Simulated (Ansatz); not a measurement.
# How fast states decay through Ag3BrCl2, part 2 of 4

Wanted: the relaxed cell of Ag3BrCl2, its band edges and its decay constants. It is built by putting Ag for Na in the Na3BrCl2 structure of space group P-3m1, with the volume rescaled by atomic radii. The parent structure comes from the Materials Project.

Ansatz 0.2.0; LDA DFT, plane waves, PAW files (the session's first sound run).

So far. Step 2 (Relaxing the new crystal): The largest force component on a free atom ends at 0.0047 eV/Å.

The structure was built from a prototype and need not be the compound's stable phase.

### 3. Band edges

The energy window and the wavevectors of the next steps follow from the band edges, so these are searched first, off the mesh as well.

input.yaml

```yaml
crystal:
  lattice:
    - [3.8570024835, 0.0, 0.0]
    - [-1.9285012417, 3.3402621331, 0.0]
    - [0.0, 0.0, 9.3269760717]
  atoms:
    - { symbol: Ag, position: [0.0, 0.0, 0.5] }
    - { symbol: Ag, position: [0.3333333333, 0.6666666667, 0.1773534083] }
    - { symbol: Ag, position: [0.6666666667, 0.3333333333, 0.8226465917] }
    - { symbol: Br, position: [0.0, 0.0, 0.0] }
    - { symbol: Cl, position: [0.3333333333, 0.6666666667, 0.6601125201] }
    - { symbol: Cl, position: [0.6666666667, 0.3333333333, 0.3398874799] }
kpoints:
  mp_grid: { grid: [8, 8, 4] }
  band_path: { path: [VBM, CBM], npoints: 30 }
scf:
  occupations: { method: fixed }
hamiltonian:
  xc: lda
output:
  eigenvalues: true
  write_potential: true
  write_density: true
  volumetric_format: npy
  elf: true
```

Launch:

```bash
ansatz run input.yaml --threads 2 --pin off --max-ram 4096MiB --backend cpu --events-out ev --progress --plain --runs-dir out
```

Numbers of over 12 decimals in the logs are rounded to 6 here.

Output:

```text
[...]
Crystal: 6 atoms, lattice volume = 120.163 Å³
Basis set: ecut = 420 eV, 2323 PW (Γ)
Bands: 47, of which v1, the nominal top of the filled ones, is band 39 counted from 1 (38 counted from 0)
Symmetry: 12 space group operations
[...]
k-points: 35 of 256
[...]
SCF iter   1: F=—  HF=-27158.355759 eV  |F-HF|=—  |Δ(HF+E_count)|=         —  Δρ=1.16e-2  dr2=1.39e-1  ethr=1.77e-3  ⟨swp⟩=5.2  Hψ=5087  notcnv=0  defer=202
[...]
SCF iter   7: F=-27158.312161 eV  HF=-27158.312161 eV  |F-HF|=1.70e-9  |Δ(HF+E_count)|=   1.73e-8  Δρ=3.44e-6  dr2=1.11e-8  ethr=1.28e-10  ⟨swp⟩=9.9  Hψ=6585  notcnv=0
SCF 1 converged in 7 iterations: F = -27158.312161 eV  dr2 = 1.11e-8
[...]
NSCF: frozen V_eff on 34 k-points
[...]
SCF converged after 7 iterations
Free energy (F): -27158.312161 eV
[...]
Internal energy: -27158.312161 eV  (E = F + TS)
E sigma→0 (E₀):  -27158.312161 eV
Fermi energy:    9.612518 eV
[...]
--- Band table (eV; the first three rows and the last of 35) ---
  k-point 0: bands = [... 35 lower, 9.0145, 9.0145, 9.2524, 9.2524, 10.0995, 12.8827, 13.0379, 16.4480, ... 4 higher]
  k-point 1: bands = [... 35 lower, 8.6329, 8.6329, 9.4928, 9.4928, 10.5321, 12.3626, 13.1005, 16.5035, ... 4 higher]
  k-point 2: bands = [... 35 lower, 8.2147, 8.2147, 9.6125, 9.6125, 11.4329, 11.4545, 13.0741, 16.3976, ... 4 higher]
  k-point 34: bands = [... 35 lower, 8.1824, 8.3013, 8.3249, 8.9099, 13.3715, 13.5974, 14.2619, 14.7798, ... 4 higher]
```

Elapsed: 18 s, on 2 threads of AMD EPYC 7R43, shared host; peak memory 0.5 GiB.

In the SCF lines HF is the Harris–Foulkes energy and dr2 the Hartree energy of the density residual, in eV; the loop may stop once dr2 is under the threshold and the program's other checks hold. Hψ counts applications of the Hamiltonian.

This step gave:

| Item | Value |
| --- | --- |
| free energy | -27158.3122 eV |
| Fermi energy | 9.613 eV |
| gap on the k-mesh | 0.4870 eV |
| gap on path | 0.4870 eV, by band count; negative where bands overlap |
| direct gap on path | 0.8411 eV |
| edge places on path | 0, 0.3368 1/A along the path |

The electronic bands at the labelled points (eV, zero at the Fermi level (highest filled level under fixed occupations); v1 is the highest filled band, c1 the lowest empty one):

```
  point     v4     v3     v2     v1    c1    c2    c3    c4
    VBM  -1.40  -1.40   0.00   0.00  1.82  1.84  3.46  6.79
halfway  -0.98  -0.98  -0.12  -0.12  0.92  2.75  3.49  6.89
    CBM  -0.60  -0.60  -0.36  -0.36  0.49  3.27  3.43  6.84
```

Valence density in the ac plane at fractional y = 0.000, with atoms of Ag and Br within 0.2 Å of it. It is the smooth field of the valence electrons, not physical close to the nuclei.

Values in e/Å³, 24 rows by 14 columns, each cell a mean:
```
 1  1  1  1  0  0  0  0  0  0  0  1  1  1
 1  1  1  0  0  0  0  0  0  0  0  1  1  1
 0  0  0  0  0  0  0  0  0  0  0  0  0  0
 0  0  0  0  0  0  0  0  0  0  0  0  0  0
 0  0  0  0  0  0  0  0  0  0  0  0  0  0
 0  0  0  0  0  0  0  0  0  0  0  0  0  0
 0  0  0  0  0  0  0  0  0  0  0  0  0  0
 0  0  0  0  0  0  0  0  0  0  0  0  0  0
 0  0  0  0  0  0  0  0  0  0  0  0  0  0
 2  1  1  0  0  0  0  0  0  0  0  0  1  1
 9  7  3  1  0  0  0  0  0  0  0  1  4  7
19 14  6  1  0  0  0  0  0  0  0  2  8 15
15 11  4  1  0  0  0  0  0  0  0  2  6 12
 4  3  1  0  0  0  0  0  0  0  0  1  2  4
 1  0  0  0  0  0  0  0  0  0  0  0  0  0
 0  0  0  0  0  0  0  0  0  0  0  0  0  0
 0  0  0  0  0  0  0  0  0  0  0  0  0  0
 0  0  0  0  0  0  0  0  0  0  0  0  0  0
 0  0  0  0  0  0  0  0  0  0  0  0  0  0
 0  0  0  0  0  0  0  0  0  0  0  0  0  0
 0  0  0  0  0  0  0  0  0  0  0  0  0  0
 1  1  1  0  0  0  0  0  0  0  0  0  1  1
 1  1  1  1  0  0  0  0  0  0  0  1  1  1
 0  1  1  1  0  0  0  0  0  0  0  1  1  0
```
Columns run along a (3.9 Å), rows up along c (9.3 Å). Atoms in or near the plane, at fractional coordinates: Ag at (0.00, 0.50), Br at (0.00, 0.00).

ELF in the ac plane at fractional y = 0.000, with atoms of Ag and Br within 0.2 Å of it. It is the smooth field of the valence electrons, not physical close to the nuclei.

Values, 24 rows by 14 columns, each cell a mean:
```
0.08 0.27 0.74 0.85 0.68 0.32 0.11 0.07 0.14 0.44 0.75 0.85 0.61 0.19
0.74 0.81 0.84 0.72 0.43 0.17 0.10 0.10 0.11 0.23 0.52 0.77 0.84 0.79
0.77 0.74 0.59 0.35 0.17 0.12 0.14 0.15 0.13 0.13 0.21 0.43 0.66 0.75
0.38 0.32 0.20 0.12 0.11 0.15 0.18 0.19 0.17 0.13 0.11 0.14 0.24 0.34
0.08 0.07 0.06 0.08 0.10 0.13 0.15 0.16 0.15 0.12 0.10 0.07 0.06 0.07
0.02 0.03 0.04 0.07 0.10 0.12 0.13 0.13 0.12 0.11 0.09 0.06 0.04 0.02
0.02 0.03 0.05 0.10 0.17 0.25 0.30 0.31 0.29 0.23 0.15 0.08 0.04 0.03
0.06 0.06 0.07 0.14 0.30 0.49 0.58 0.61 0.57 0.43 0.25 0.11 0.06 0.06
0.16 0.14 0.11 0.12 0.25 0.49 0.63 0.67 0.61 0.41 0.20 0.11 0.12 0.14
0.37 0.33 0.23 0.14 0.14 0.27 0.42 0.48 0.39 0.21 0.13 0.16 0.27 0.35
0.62 0.57 0.44 0.27 0.14 0.11 0.15 0.18 0.14 0.11 0.16 0.32 0.49 0.59
0.81 0.71 0.55 0.36 0.18 0.09 0.06 0.06 0.07 0.11 0.22 0.42 0.60 0.75
0.73 0.66 0.51 0.33 0.16 0.09 0.09 0.09 0.09 0.11 0.20 0.38 0.56 0.68
0.50 0.46 0.34 0.19 0.12 0.17 0.27 0.32 0.25 0.14 0.13 0.23 0.38 0.47
0.24 0.21 0.15 0.12 0.19 0.39 0.56 0.60 0.53 0.32 0.15 0.12 0.17 0.23
0.10 0.09 0.08 0.13 0.30 0.53 0.64 0.67 0.62 0.46 0.24 0.11 0.08 0.09
0.03 0.04 0.06 0.13 0.24 0.38 0.45 0.48 0.44 0.34 0.21 0.10 0.05 0.04
0.02 0.02 0.04 0.08 0.12 0.16 0.17 0.18 0.17 0.14 0.11 0.07 0.03 0.02
0.04 0.04 0.05 0.07 0.10 0.12 0.13 0.13 0.13 0.11 0.09 0.06 0.04 0.04
0.19 0.16 0.11 0.09 0.11 0.15 0.17 0.18 0.17 0.13 0.10 0.09 0.12 0.17
0.61 0.55 0.38 0.20 0.13 0.13 0.16 0.17 0.16 0.13 0.14 0.25 0.45 0.57
0.83 0.83 0.76 0.55 0.28 0.13 0.12 0.12 0.12 0.16 0.35 0.63 0.80 0.83
0.38 0.58 0.83 0.81 0.58 0.24 0.10 0.08 0.12 0.34 0.67 0.84 0.77 0.51
0.01 0.10 0.65 0.85 0.72 0.37 0.12 0.06 0.16 0.50 0.78 0.84 0.46 0.05
```
Columns run along a (3.9 Å), rows up along c (9.3 Å). Atoms in or near the plane, at fractional coordinates: Ag at (0.00, 0.50), Br at (0.00, 0.00).

Electrostatic potential energy in the ac plane at fractional y = 0.000, with atoms of Ag and Br within 0.2 Å of it. With pseudopotentials it is smooth inside the atoms' cores, unlike the true potential.

Values in eV, 24 rows by 14 columns, each cell a mean:
```
-49 -49 -36  -4   9  13  14  14  13  12   7 -12 -44 -49
-34 -25  -5   7  11  12  13  13  13  12  10   5 -12 -28
  6   7  10  11  12  11  11  10  11  12  12  11   9   7
 13  13  13  13  12  10   9   8   9  11  12  13  13  13
 14  14  14  13  12  10   9   8   9  11  12  13  14  14
 14  14  14  13  12  11  10  10  10  12  13  14  14  14
 14  14  14  14  13  12  11  11  11  12  13  14  14  14
 13  14  14  13  13  12  11  10  11  12  13  14  14  13
 10  10  12  12  13  12  11  11  11  12  13  12  11  10
 -6  -4   3   9  12  13  13  12  13  12  11   8   1  -5
-25 -21 -12   1   9  12  13  14  13  12   8  -3 -16 -23
-34 -30 -20  -6   7  12  13  14  13  11   4 -11 -24 -31
-31 -27 -17  -4   8  12  13  14  13  11   6  -8 -21 -28
-16 -13  -4   6  11  13  13  13  13  12  10   3  -8 -14
  4   6   9  11  12  12  12  12  12  12  12  11   8   5
 12  13  13  13  13  12  11  10  11  12  13  13  13  12
 14  14  14  14  13  12  11  10  11  12  13  14  14  14
 14  14  14  14  13  12  11  10  11  12  13  14  14  14
 14  14  14  13  12  11   9   9  10  11  12  13  14  14
 14  14  13  13  12  10   8   7   9  11  12  13  14  14
 11  11  12  12  12  11  10   9  10  11  12  12  12  11
 -9  -4   5  10  12  12  12  12  12  12  11   9   3  -5
-49 -44 -22   2  10  13  13  13  13  12   9  -3 -31 -46
-49 -49 -43  -9   8  13  14  14  14  12   6 -18 -49 -49
```
Columns run along a (3.9 Å; values clipped at the 3rd and 97th percentile), rows up along c (9.3 Å). Atoms in or near the plane, at fractional coordinates: Ag at (0.00, 0.50), Br at (0.00, 0.00).

The searched edges give 0.487 eV, as on the mesh.

### 4. Decaying states in the gap, plane (001), k-mesh 8×8×4

This step: LDA DFT, plane waves, PAW files; complex bands by layer matching along the plane's normal (Ansatz 0.2.0).

The same crystal is laid in a cell whose first two vectors span the (001) plane (indices of the standard conventional cell, whose axes can be ordered otherwise than in the bulk input). At fixed energy and wavevector in the plane the solver finds all kz, real and complex. A few wavevectors are listed, (0, 0) and (0.5, 0) in units of the plane's reciprocal vectors; the slowest state needn't be among them.

input.yaml

```yaml
crystal:
  lattice:
    - [3.857002483, 0.0, 0.0]
    - [1.928501242, 3.340262133, 0.0]
    - [0.0, 0.0, 9.326976072]
  atoms:
    - { symbol: Ag, position: [0.0, 0.0, 0.5] }
    - { symbol: Ag, position: [0.6666666667, 0.6666666667, 0.1773534083] }
    - { symbol: Ag, position: [0.3333333333, 0.3333333333, 0.8226465917] }
    - { symbol: Br, position: [0.0, 0.0, 0.0] }
    - { symbol: Cl, position: [0.6666666667, 0.6666666667, 0.6601125201] }
    - { symbol: Cl, position: [0.3333333333, 0.3333333333, 0.3398874799] }
kpoints:
  mp_grid: { grid: [8, 8, 4] }
scf:
  occupations: { method: fixed }
hamiltonian:
  xc: lda
output:
  eigenvalues: true
  transmission:
    leads: [[0, 0]]
    kpoints: [[0.0, 0.0], [0.5, 0.0]]
    e_range: [-1.0, 1.49]
    de: 0.05
```

Output:

```text
[...]
Crystal: 6 atoms, lattice volume = 120.163 Å³
Basis set: ecut = 420 eV, 2323 PW (Γ)
Bands: 47, of which v1, the nominal top of the filled ones, is band 39 counted from 1 (38 counted from 0)
Symmetry: 12 space group operations
[...]
k-points: 35 of 256
[...]
SCF iter   1: F=—  HF=-27158.355819 eV  |F-HF|=—  |Δ(HF+E_count)|=         —  Δρ=1.16e-2  dr2=1.39e-1  ethr=1.77e-3  ⟨swp⟩=5.2  Hψ=5093  notcnv=0  defer=202
[...]
SCF iter   7: F=-27158.312161 eV  HF=-27158.312161 eV  |F-HF|=2.97e-8  |Δ(HF+E_count)|=   2.56e-8  Δρ=6.54e-6  dr2=4.14e-8  ethr=1.28e-10  ⟨swp⟩=9.9  Hψ=6575  notcnv=0
SCF 1 converged in 7 iterations: F = -27158.312161 eV  dr2 = 4.14e-8
[...]
transmission: 14 of 28 steps passed
transmission: 28 of 28 steps passed
SCF converged after 7 iterations
Free energy (F): -27158.312161 eV
[...]
Internal energy: -27158.312161 eV  (E = F + TS)
E sigma→0 (E₀):  -27158.312161 eV
Fermi energy:    9.612535 eV
[...]
--- Band table (eV; the first three rows and the last of 35) ---
  k-point 0: bands = [... 35 lower, 9.0144, 9.0144, 9.2525, 9.2525, 10.0995, 12.8827, 13.0379, 16.4480, ... 4 higher]
  k-point 1: bands = [... 35 lower, 8.6328, 8.6328, 9.4928, 9.4928, 10.5321, 12.3626, 13.1005, 16.5035, ... 4 higher]
  k-point 2: bands = [... 35 lower, 8.2147, 8.2147, 9.6125, 9.6125, 11.4329, 11.4545, 13.0742, 16.3976, ... 4 higher]
  k-point 34: bands = [... 35 lower, 8.1824, 8.3013, 8.3249, 8.9099, 13.3715, 13.5974, 14.2619, 14.7798, ... 4 higher]
--- Transmission ---
  basis      : 121 plane waves across, 14 finite elements along
  points     : 2, as listed
  energies   : 50 from -1.000000 to 1.450000 eV about the Fermi level, 0.050000 eV apart; the leads are filled to 0.243476 eV, and channels, transmission and decay are at 0.250000 eV
  crystal 0  : Ag3Br1Cl2, at the sites [0, 0], period 9.3270 Å: whole cells are its period
    offset         : up to 0.0000 Å between an atom of the period and one for which it stands
    channels       : 0.000000e0 a spin
    conductance    : none, the energies end too early or step too widely for 300 K: set another output.transmission.e_range or a lower de, or, where they end at an eighth of basis.ecutwfc, a higher one
    slowest decay  : 0.1127 /Å at (0.0000, 0.0000)
```

Elapsed: 14 s, on 2 threads; peak memory 0.5 GiB.

This step gave:

```yaml
level_to_which_the_leads_are_filled: 0.2435 eV from the Fermi level
decay_constant_at_the_filling_level_zone_centre: 0.1127 Å⁻¹
decay_constant_at_the_filling_level_slowest_listed_point: 0.1127 Å⁻¹
```

K parallel (0, 0); values up to 1.5 1/Å, a degenerate pair printed once or twice; energies at which all values exceed this have no row. The Im kz of the slowest decaying states by energy, zero at the highest filled level on the SCF mesh:

```
energy (eV)  decay 1 (Å⁻¹)  decay 2 (Å⁻¹)  decay 3 (Å⁻¹)  decay 4 (Å⁻¹)
     -1.000          0.220          0.548          0.805           1.07
     -0.900          0.218          0.555          0.817           1.07
     -0.750          0.213          0.563          0.835           1.07
     -0.650          0.209          0.567          0.846           1.07
     -0.500         0.0457          0.201          0.571          0.861
     -0.400         0.0361          0.194          0.573          0.871
     -0.250          0.182          0.575          0.885           1.07
     -0.150          0.173          0.576          0.894           1.07
      0.000        0.00358          0.155          0.575          0.907
      0.100          0.140          0.149          0.575          0.916
      0.200          0.123          0.208          0.573          0.924
      0.350         0.0870          0.270          0.571          0.936
      0.450         0.0459          0.303          0.568          0.944
      0.600          0.343          0.564          0.956           1.07
      0.700          0.367          0.560          0.964           1.07
      0.850          0.397          0.554          0.975           1.07
      0.950          0.414          0.550          0.983           1.07
      1.100          0.437          0.543          0.995           1.07
      1.200          0.451          0.537           1.00           1.07
      1.350          0.469          0.528           1.02           1.07
      1.450          0.479          0.522           1.02           1.07
```

K parallel (0, 0). Re kz of states that move upwards against energy, zero at the highest filled level on the SCF mesh:

```
energy (eV)  channel 1 (Å⁻¹)  channel 2 (Å⁻¹)
     -1.000           -0.175           -0.175
     -0.900           -0.142           -0.142
     -0.750          -0.0881          -0.0881
     -0.650          -0.0455          -0.0455
     -0.550                -                -
     -0.400                -                -
     -0.300           0.0573           0.0573
     -0.200            0.116            0.116
     -0.050            0.229            0.229
      0.000                -                -
      0.050                -                -
      0.150                -                -
      0.300                -                -
      0.400                -                -
      0.500           0.0276                -
      0.650           0.0995                -
      0.750            0.128                -
      0.850            0.153                -
      1.000            0.186                -
      1.100            0.206                -
      1.200            0.225                -
      1.350            0.253                -
      1.450            0.271                -
```

K parallel (0.5, 0); values up to 1.5 1/Å, a degenerate pair printed once or twice; energies at which all values exceed this have no row. Im kz of the slowest decaying states against energy, zero at the highest filled level on the SCF mesh:

```
energy (eV)  decay 1 (Å⁻¹)  decay 2 (Å⁻¹)  decay 3 (Å⁻¹)  decay 4 (Å⁻¹)
     -1.000          0.415          0.657           1.15           1.27
     -0.900         0.0217          0.410          0.672           1.16
     -0.800         0.0326          0.405          0.686           1.17
     -0.700         0.0298          0.399          0.700           1.18
     -0.600         0.0240          0.394          0.713           1.19
     -0.500          0.388          0.727           1.20           1.30
     -0.400          0.381          0.740           1.21           1.30
     -0.300          0.375          0.753           1.22           1.30
     -0.200          0.368          0.766           1.23           1.31
     -0.100          0.361          0.779           1.23           1.31
      0.000         0.0636         0.0798          0.353          0.792
      0.100          0.128          0.138          0.344          0.805
      0.200          0.159          0.182          0.335          0.819
      0.250          0.172          0.200          0.331          0.826
      0.350          0.193          0.231          0.321          0.840
      0.450          0.210          0.256          0.310          0.855
      0.550          0.224          0.278          0.299          0.870
      0.650          0.236          0.287          0.298          0.886
      0.750          0.245          0.273          0.315          0.902
      0.850          0.253          0.259          0.331          0.920
      0.950          0.243          0.260          0.345          0.939
      1.050          0.225          0.265          0.357          0.959
      1.150          0.205          0.270          0.369          0.981
      1.250          0.182          0.273          0.379           1.01
      1.350          0.155          0.275          0.389           1.03
      1.450          0.120          0.276          0.398           1.06
```

At the listed wavevectors the last open channel is at -0.05 eV and the next at +0.50 eV on the grid. At +0.25 eV, the grid energy nearest the filling level (the middle of the gap on the SCF mesh), the slowest state at the listed wavevectors decays with κ = 0.113 Å⁻¹, its amplitude falling by e over 8.9 Å. Through 1 nm of this crystal that state's transmission falls by exp(−2 × 0.113 Å⁻¹ × 10 Å) = 0.10.

[end of part 2 of 4]

[Logs are printed without paths, hosts, clocks, repeated set-up lines and the standing remarks that a program may print on its own settings, such as how far it seeks lower states.]

[Hosts, paths, dates, database ids (printed as entryN), source tags and the programs' standing remarks are cut or masked in the printed files.]
